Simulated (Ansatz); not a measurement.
# MgTlF3 (model cell, started as cubic perovskite with Mg in the octahedra): relaxing the cell for a phonon run

Aim: bring MgTlF3 (model cell, started as cubic perovskite with Mg in the octahedra) to small forces and stress, as phonons need.

Main program and level: Ansatz 0.2.0; DFT PBEsol, scalar-relativistic, plane waves, PAW; PAW set soft_1.

The structure was built from a prototype and need not be the compound's stable phase.

**1. The structure**

The structure is cubic, space group Pm-3m (No. 221). The conventional cell has a = 4.018 Å, b = 4.018 Å, c = 4.018 Å, α = 90.00°, β = 90.00°, γ = 90.00°. Nearest to Tl lie 12 F at 2.84 Å. Nearest to Mg lie 6 F at 2.01 Å. Nearest to F lie 2 Mg at 2.01 Å. Farther neighbours and most contacts between anions are not listed.

**2. Probe on a coarse mesh**

First a cheap look: the gap decides the mesh and the occupations, the pressure tells how far the cell has to move.

input.yaml reads:

```yaml
crystal:
  lattice:
    - [4.018, 0.0, 0.0]
    - [0.0, 4.018, 0.0]
    - [0.0, 0.0, 4.018]
  atoms:
    - { symbol: Tl, position: [0.0, 0.0, 0.0] }
    - { symbol: Mg, position: [0.5, 0.5, 0.5] }
    - { symbol: F, position: [0.5, 0.5, 0.0] }
    - { symbol: F, position: [0.5, 0.0, 0.5] }
    - { symbol: F, position: [0.0, 0.5, 0.5] }
kpoints:
  mp_grid: { grid: [4, 4, 4] }
hamiltonian:
  xc: pbesol
  pseudopotentials: { kind: paw, azcp: { folder: soft_1 }, xc_functional: pbe }
scf:
  occupations: { method: gaussian, width: 0.1 }
output:
  forces: true
  stress: true
  eigenvalues: true
```

On the command line:

```
ansatz run input.yaml --threads 4 --pin off --max-ram 16384MiB --backend cpu --events-out ev --progress --plain --runs-dir out
```

Numbers of over 12 decimals in the logs are rounded to 6 here.

What it wrote:

```text
Engine: ansatz 0.2.0, aarch64-unknown-linux-gnu
Pseudopotentials: kind: paw
Pseudopotential: Tl, paw, valence charge 13, recommended cutoff 420 eV (normal), soft_1/Tl.paw.azcp
Pseudopotential: Mg, paw, valence charge 10, recommended cutoff 420 eV (normal), soft_1/Mg.paw.azcp
Pseudopotential: F, paw, valence charge 7, recommended cutoff 420 eV (normal), soft_1/F.paw.azcp
Functional definition: PBEsol
[...]
--- Band table (eV; the first three rows and the last of 10) ---
  k-point 0: bands = [... 18 lower, 3.7702, 3.9138, 3.9138, 3.9138, 15.1811, 15.3564, 15.3564, 15.3564]
  k-point 1: bands = [... 18 lower, 3.7898, 3.9423, 3.9423, 5.2445, 12.4331, 15.0033, 15.0033, 16.3797]
  k-point 2: bands = [... 18 lower, 3.8088, 4.0337, 4.0337, 6.4737, 10.5053, 14.6791, 14.6791, 17.5083]
  k-point 9: bands = [... 18 lower, 4.4019, 4.4019, 4.4019, 4.6896, 13.6139, 13.6139, 13.6139, 16.9954]
[key lines of the parts left out:]
SCF converged after 9 iterations
Free energy (F): -15616.641511 eV
Fermi energy:    8.509391 eV
P = ⅓ Tr σ = 3.7516 GPa (37.516 kbar)
```

It took 0.55 s on 4 threads of Arm Neoverse V2, shared host; peak memory 0.32 GiB; 1.5 s of CPU time.

A gap read on the k-mesh alone can miss the band edges.

Numbers from this step:

| Quantity | Value |
| --- | --- |
| pressure | 3.752 GPa |
| gap on the k-mesh | 3.992 eV |
| volume per atom | 12.97 Å³ |
| direct gap on mesh | 4.032 eV |

The coarse mesh shows a gap of 3.99 eV and a pressure of 3.8 GPa.

**3. Relaxation**

The cell and atoms are relaxed, since residual forces and stress would shift the frequencies.

input.yaml, the sections that differ from step 2:

```yaml
kpoints:
  mp_grid: { grid: [6, 6, 6] }
scf:
  occupations: { method: gaussian, width: 0.02 }
output:
  forces: true
  stress: true
  eigenvalues: true
  write_density: true
  write_potential: true
  elf: true
  volumetric_format: npy
relax:
  adjacent_minimum: "off"
  f_tol: 0.005
  max_steps: 80
  cell: { stress_tol: 0.05 }
# crystal, hamiltonian: as in step 2
```

What it wrote:

```text
[...]
Crystal: 5 atoms, lattice volume = 64.868 Å³
Basis set: ecut = 420 eV, 1309 PW (Γ), exchange–correlation on 54×54×54 points (8 copies of the dense FFT grid, shifted against one another)
Bands: 27, of which v1, the nominal top of the filled ones, is band 22 counted from 1 (21 counted from 0)
Symmetry: 48 space group operations
[...]
k-points: 20 of 216
[...]
SCF iter   1: F=—  HF=-15621.711717 eV  |F-HF|=—  |Δ(HF+E_count)|=         —  Δρ=1.72e-1  dr2=1.67e1  ethr=3.10e-3  ⟨swp⟩=6.4  Hψ=2551  notcnv=0
[...]
SCF iter   9: F=-15616.643370 eV  HF=-15616.643370 eV  |F-HF|=3.22e-10  |Δ(HF+E_count)|=   7.20e-8  Δρ=2.62e-6  dr2=4.25e-9  ethr=2.27e-10  ⟨swp⟩=13.2  Hψ=3840  notcnv=0
SCF 1 converged in 9 iterations: F = -15616.643370 eV  dr2 = 4.25e-9
[...]
relax step   1: F+E_penalty+E_count = -15616.64337016 eV  Δ(F+E_penalty+E_count) = +0.000e0 eV  max|allowed force component| = 3.046e-28 eV/Å  Δτ_max = 0.0000 Å  P = +3.730 GPa  Ω = 64.868 Å³  (9 SCF iters, dr2 threshold 1.00e-7 eV, accepted)
Crystal: 5 atoms, lattice volume = 66.428 Å³
[...]
iter 1 solved again at ethr=7.18e-6 eV; its pass at ethr=3.10e-3 eV (dr2=3.16e-3 eV) is discarded
[...]
SCF iter   5: F=-15616.665204 eV  HF=-15616.665204 eV  |F-HF|=2.82e-7  |Δ(HF+E_count)|=   1.02e-6  Δρ=3.32e-5  dr2=3.25e-7  ethr=1.14e-9  ⟨swp⟩=6.8  Hψ=3800  notcnv=0
SCF 2 converged in 5 iterations: F = -15616.665204 eV  dr2 = 3.25e-7
relax step   2: F+E_penalty+E_count = -15616.66520426 eV  Δ(F+E_penalty+E_count) = -2.183e-2 eV  max|allowed force component| = 2.945e-29 eV/Å  Δτ_max = 0.0000 Å  P = +1.495 GPa  Ω = 66.428 Å³  energy of the carried Pulay correction = -3.393e-3 eV  (5 SCF iters, dr2 threshold 5.00e-7 eV, accepted)
Crystal: 5 atoms, lattice volume = 67.513 Å³
Basis set: ecut = 420 eV, 1357 PW (Γ), exchange–correlation on 54×54×54 points (8 copies of the dense FFT grid, shifted against one another)
[...]
SCF iter   5: F=-15616.668171 eV  HF=-15616.668171 eV  |F-HF|=1.19e-7  |Δ(HF+E_count)|=   6.13e-7  Δρ=2.07e-5  dr2=1.26e-7  ethr=1.14e-9  ⟨swp⟩=9.6  Hψ=4068  notcnv=0
SCF 3 converged in 5 iterations: F = -15616.668171 eV  dr2 = 1.26e-7
relax step   3: F+E_penalty+E_count = -15616.66817077 eV  Δ(F+E_penalty+E_count) = -2.967e-3 eV  max|allowed force component| = 1.023e-29 eV/Å  Δτ_max = 0.0000 Å  P = +0.082 GPa  Ω = 67.513 Å³  energy of the carried Pulay correction = -5.706e-3 eV  (5 SCF iters, dr2 threshold 5.00e-7 eV, accepted)
[...]
relax step   4: F+E_penalty+E_count = -15616.66805286 eV  Δ(F+E_penalty+E_count) = +1.179e-4 eV  max|allowed force component| = 5.049e-30 eV/Å  Δτ_max = 0.0000 Å  P = +0.002 GPa  Ω = 67.576 Å³  energy of the carried Pulay correction = -5.841e-3 eV  (4 SCF iters, dr2 threshold 1.66e-8 eV, accepted)
[...]
relax step   5: F+E_penalty+E_count = -15616.67581746 eV  Δ(F+E_penalty+E_count) = -7.765e-3 eV  max|allowed force component| = 6.299e-30 eV/Å  Δτ_max = 0.0000 Å  P = +0.230 GPa  Ω = 67.576 Å³  stress off target by 2.30e-1 GPa  SCF on the basis re-selected at this cell (its energy is not comparable with the rows above)  (6 SCF iters)
[...]
relax step   6: F+E_penalty+E_count = -15616.67556727 eV  Δ(F+E_penalty+E_count) = +2.502e-4 eV  max|allowed force component| = 2.950e-29 eV/Å  Δτ_max = 0.0000 Å  P = +0.013 GPa  Ω = 67.762 Å³  energy of the carried Pulay correction = -3.906e-4 eV  (4 SCF iters, dr2 threshold 1.32e-7 eV, accepted)
[...]
SCF iter   6: F=-15616.675979 eV  HF=-15616.675979 eV  |F-HF|=5.46e-12  |Δ(HF+E_count)|=  1.64e-11  Δρ=1.27e-7  dr2=5.06e-12  ethr=1.00e-12  ⟨swp⟩=4.0  Hψ=2778  notcnv=0
SCF 7 converged in 6 iterations: F = -15616.675979 eV  dr2 = 5.06e-12
relax step   7: F+E_penalty+E_count = -15616.67597870 eV  Δ(F+E_penalty+E_count) = -4.114e-4 eV  max|allowed force component| = 2.966e-29 eV/Å  Δτ_max = 0.0000 Å  P = +0.019 GPa  Ω = 67.762 Å³  stress off target by 1.89e-2 GPa  SCF on the basis re-selected at this cell (its energy is not comparable with the rows above)  (6 SCF iters)
[...]
SCF converged after 6 iterations
Free energy (F): -15616.675979 eV
[...]
Internal energy: -15616.675979 eV  (E = F + TS)
E sigma→0 (E₀):  -15616.675979 eV
Fermi energy:    7.836249 eV
[...]
--- Stress (GPa, compression-positive) ---
        0.018873       0.000000      -0.000000
        0.000000       0.018873      -0.000000
       -0.000000      -0.000000       0.018873
  P = ⅓ Tr σ = 0.0189 GPa (0.189 kbar)
--- Band table (eV; the first three rows and the last of 20) ---
  k-point 0: bands = [... 18 lower, 3.3450, 3.4596, 3.4596, 3.4596, 14.1670, 14.5163, 14.5163, 14.5163, ... 1 higher]
  k-point 1: bands = [... 18 lower, 3.3494, 3.4578, 3.4578, 4.1279, 12.6807, 14.3563, 14.3563, 15.0111, ... 1 higher]
  k-point 2: bands = [... 18 lower, 3.3576, 3.5289, 3.5289, 5.1821, 10.7841, 14.0536, 14.0536, 15.8800, ... 1 higher]
  k-point 19: bands = [... 18 lower, 3.9341, 3.9341, 3.9341, 4.0517, 12.8540, 12.8540, 12.8540, 16.1559, ... 1 higher]
--- Relaxed structure (5 steps of the walk, 5 accepted, 2 SCFs on fresh bases) ---
  F+E_penalty+E_count = -15616.67597870 eV   max|allowed force component| = 2.966e-29 eV/Å   (the final SCF, on the basis selected at the relaxed cell)
  cell:  # Å, volume = 67.7615 Å³
    - [4.076878, 0, 0]
    - [0, 4.076878, 0.0]
    - [0, 0.0, 4.076878]
  atoms:
    - { symbol: Tl, position: [0, 0, 0] }
    - { symbol: Mg, position: [0.500000, 0.500000, 0.500000] }
    - { symbol: F, position: [0.500000, 0.500000, 0] }
    - { symbol: F, position: [0.500000, 0, 0.500000] }
    - { symbol: F, position: [0, 0.500000, 0.500000] }
```

It took 4.3 s on 4 threads; peak memory 0.37 GiB; 15 s of CPU time.

Step by step:

```csv
step,energy less that of the first step (eV),largest force component (eV/Å),pressure (GPa),volume (Å³)
1,0.0000,0.0000,3.73,64.87
2,-0.0218,0.0000,1.49,66.43
3,-0.0248,0.0000,0.08,67.51
4,-0.0247,0.0000,0.00,67.58
5*,-0.0324,0.0000,0.23,67.58
6,-0.0322,0.0000,0.01,67.76
7*,-0.0326,0.0000,0.02,67.76
```

Relaxation steps marked * repeat the geometry before them on a plane-wave basis chosen anew for their cell, so energy and pressure can jump there.

Forces are held to the 48 operations that the run works with; a distortion that breaks them can't arise in this run.

```csv
"conventional cell, symmetrised",before,after,change
a (Å),4.018,4.077,+1.5 %
b (Å),4.018,4.077,+1.5 %
c (Å),4.018,4.077,+1.5 %
volume (Å³/atom),12.97,13.55,+4.5 %
```

This step gave:

```yaml
pressure: 0.01887 GPa
gap_on_the_k_mesh: 4.061 eV
volume_per_atom: 13.55 Å³
direct_gap_on_mesh: 4.078 eV
```

Valence density in the ac plane at fractional y = 0.500, with atoms of Mg and F within 0.2 Å of it. It is the smooth field of the valence electrons, not physical close to the nuclei.

Ten steps, logarithmic in the rise over the least value, from '_' (0 e/Å³) to '@' (25 e/Å³), each cell a mean:
```
________::==####**==..______
________..--++++==::..______
__________..::::::..________
....________......______....
==--::..__..--==::..__..::==
##**--....--##%%**::..::==**
%%##==::..++@@@@%%==..::++##
##**--::..==%%@@##--..::++##
++==::..__..==++--..__..--==
::::..______......______..::
__________..::::....________
________..::--==--::________
________::==**##**--..______
________::++##%%##==..______
```
Columns run along a (4.1 Å), rows up along c (4.1 Å). Atoms in or near the plane, at fractional coordinates: Mg at (0.50, 0.50), F at (0.50, 0.00), F at (0.00, 0.50).

Electrostatic potential energy in the ac plane at fractional y = 0.500, with atoms of Mg and F within 0.2 Å of it. With pseudopotentials it is smooth inside the atoms' cores, unlike the true potential.

Values in eV, 14 rows by 14 columns, each cell a mean:
```
 11  11  12  12   9 -12 -32 -37 -26  -4  12  12  11  11
 11  12  12  12  10   3 -17 -21 -10   6  11  12  12  11
 12  12  11  11  10   8   6   5   7   9  10  11  12  12
 12  11  11  10   8   5   2   1   3   6   9  10  11  12
 -9  -1   9   8   4  -5 -23 -28 -16  -2   6   9   6  -4
-32 -24   0   6  -1 -23 -56 -58 -46 -16   3   7 -10 -26
-40 -34  -9   5  -6 -39 -63 -63 -58 -28   1   5 -21 -37
-37 -30  -5   6  -4 -32 -63 -63 -56 -23   2   6 -17 -32
-17  -8   8   8   3  -9 -32 -39 -23  -5   5   8   3 -12
  8  10  10   9   6   3  -4  -6  -1   4   8  10  10   9
 11  12  11  11   9   8   6   5   6   8  10  11  12  12
 11  12  12  11  10   8  -5  -9   0   9  11  11  12  12
 12  12  12  12  10  -8 -30 -34 -24  -1  11  12  12  11
 12  12  11  11   8 -17 -37 -40 -32  -9  12  12  11  11
```
Columns run along a (4.1 Å; values clipped at the 3rd and 97th percentile), rows up along c (4.1 Å). Atoms in or near the plane, at fractional coordinates: Mg at (0.50, 0.50), F at (0.50, 0.00), F at (0.00, 0.50).

ELF in the ac plane at fractional y = 0.500, with atoms of Mg and F within 0.2 Å of it. It is the smooth field of the valence electrons, not physical close to the nuclei.

Values, 14 rows by 14 columns, each cell a mean:
```
0.02 0.02 0.04 0.21 0.64 0.79 0.73 0.67 0.77 0.78 0.48 0.14 0.02 0.02
0.03 0.02 0.03 0.11 0.50 0.73 0.80 0.79 0.79 0.70 0.33 0.08 0.02 0.02
0.17 0.13 0.05 0.04 0.19 0.44 0.60 0.63 0.56 0.38 0.10 0.04 0.08 0.14
0.53 0.45 0.23 0.07 0.05 0.10 0.14 0.14 0.13 0.09 0.04 0.10 0.33 0.48
0.79 0.77 0.60 0.28 0.03 0.07 0.20 0.23 0.15 0.05 0.09 0.38 0.70 0.78
0.74 0.79 0.75 0.44 0.05 0.22 0.32 0.28 0.31 0.15 0.13 0.56 0.79 0.77
0.55 0.72 0.79 0.50 0.08 0.29 0.21 0.12 0.28 0.23 0.14 0.63 0.79 0.67
0.66 0.76 0.77 0.48 0.06 0.27 0.27 0.21 0.32 0.20 0.14 0.60 0.80 0.73
0.80 0.79 0.66 0.33 0.04 0.10 0.27 0.29 0.22 0.07 0.10 0.44 0.73 0.79
0.68 0.62 0.38 0.14 0.03 0.04 0.06 0.08 0.05 0.03 0.05 0.19 0.50 0.64
0.25 0.19 0.07 0.04 0.14 0.33 0.48 0.50 0.44 0.28 0.07 0.04 0.11 0.21
0.05 0.04 0.03 0.07 0.38 0.66 0.77 0.79 0.75 0.60 0.23 0.05 0.03 0.04
0.02 0.02 0.04 0.19 0.62 0.79 0.76 0.72 0.79 0.77 0.45 0.13 0.02 0.02
0.02 0.02 0.05 0.25 0.68 0.80 0.66 0.55 0.74 0.79 0.53 0.17 0.03 0.02
```
Columns run along a (4.1 Å), rows up along c (4.1 Å). Atoms in or near the plane, at fractional coordinates: Mg at (0.50, 0.50), F at (0.50, 0.00), F at (0.00, 0.50).

In this step the volume went from 12.97 to 13.55 Å³/atom.

**4. Relaxing to small forces for the phonons**

Phonons need a cell at rest on their own settings, so the relaxation is repeated with tight tolerances on forces and stress on the k mesh and occupations of the first response run.

input.yaml reads:

```yaml
crystal:
  lattice:
    - [4.0768783065, 0.0, 0.0]
    - [0.0, 4.0768783065, 0.0]
    - [0.0, 0.0, 4.0768783065]
  atoms:
    - { symbol: Tl, position: [0.0, 0.0, 0.0] }
    - { symbol: Mg, position: [0.5, 0.5, 0.5] }
    - { symbol: F, position: [0.5, 0.5, 0.0] }
    - { symbol: F, position: [0.5, 0.0, 0.5] }
    - { symbol: F, position: [0.0, 0.5, 0.5] }
kpoints:
  mp_grid: { grid: [8, 8, 8] }
hamiltonian:
  xc: pbesol
  pseudopotentials: { kind: paw, azcp: { folder: soft_1 }, xc_functional: pbe }
scf:
  occupations: { method: fixed }
output:
  forces: true
  stress: true
  eigenvalues: true
relax:
  adjacent_minimum: "off"
  f_tol: 0.001
  max_steps: 60
  cell: { stress_tol: 0.01 }
```

What it wrote:

```text
[...]
Crystal: 5 atoms, lattice volume = 67.762 Å³
Basis set: ecut = 420 eV, 1357 PW (Γ), exchange–correlation on 60×60×60 points (8 copies of the dense FFT grid, shifted against one another)
Bands: 27, of which v1, the nominal top of the filled ones, is band 22 counted from 1 (21 counted from 0)
Symmetry: 48 space group operations
[...]
k-points: 35 of 512
[...]
--- Relaxed structure (2 steps of the walk, 2 accepted, 1 SCFs on fresh bases) ---
[...]
cell:  # Å, volume = 67.7703 Å³
    - [4.077054, 0.0, 0.0]
    - [0.0, 4.077054, 0.0]
    - [0.0, 0.0, 4.077054]
  atoms:
    - { symbol: Tl, position: [0, 0, 0] }
    - { symbol: Mg, position: [0.5, 0.5, 0.5] }
    - { symbol: F, position: [0.5, 0.5, 0] }
    - { symbol: F, position: [0.5, 0, 0.5] }
    - { symbol: F, position: [0, 0.5, 0.5] }
[key lines of the parts left out:]
SCF converged after 10 iterations
Free energy (F): -15616.676063 eV
Fermi energy:    5.803880 eV
P = ⅓ Tr σ = 0.0077 GPa (0.077 kbar)
```

The job ended after 3.1 s (4 threads; peak memory 0.39 GiB).

Little changed from the start: no atom moved by 0.005 Å and no cell edge by 0.1 %.

Numbers from this step:

- pressure: 0.007654 GPa

The forces vanish by symmetry and the pressure is 0.008 GPa, within the tolerances set. The cell now holds 13.55 Å³/atom.

**5. What came out**

```
space group after relaxation (within 0.01 Å) : Pm-3m
lattice constant a                           : 4.077 Å
lattice constant b                           : 4.077 Å
lattice constant c                           : 4.077 Å
volume per atom                              : 13.6 Å³
gap on the k-mesh                            : 4.06 eV
```

What this shows: The forces vanish by symmetry and the pressure is 0.008 GPa, within the tolerances set. The cell now holds 13.55 Å³/atom. The relaxation keeps the symmetry of its start, so it says nothing on stability against lower symmetry. Spin-orbit coupling is left out, which can matter for the heavy elements here. The PAW files were made for PBE and serve the other functionals too. The starting cell was built on a prototype and not taken from a measurement, so the phase need not exist.

[Logs are printed without paths, hosts, clocks, repeated set-up lines and the standing remarks that a program may print on its own settings, such as how far it seeks lower states.]

[Hosts, paths, dates, database ids (printed as entryN), source tags and the programs' standing remarks are cut or masked in the printed files.]
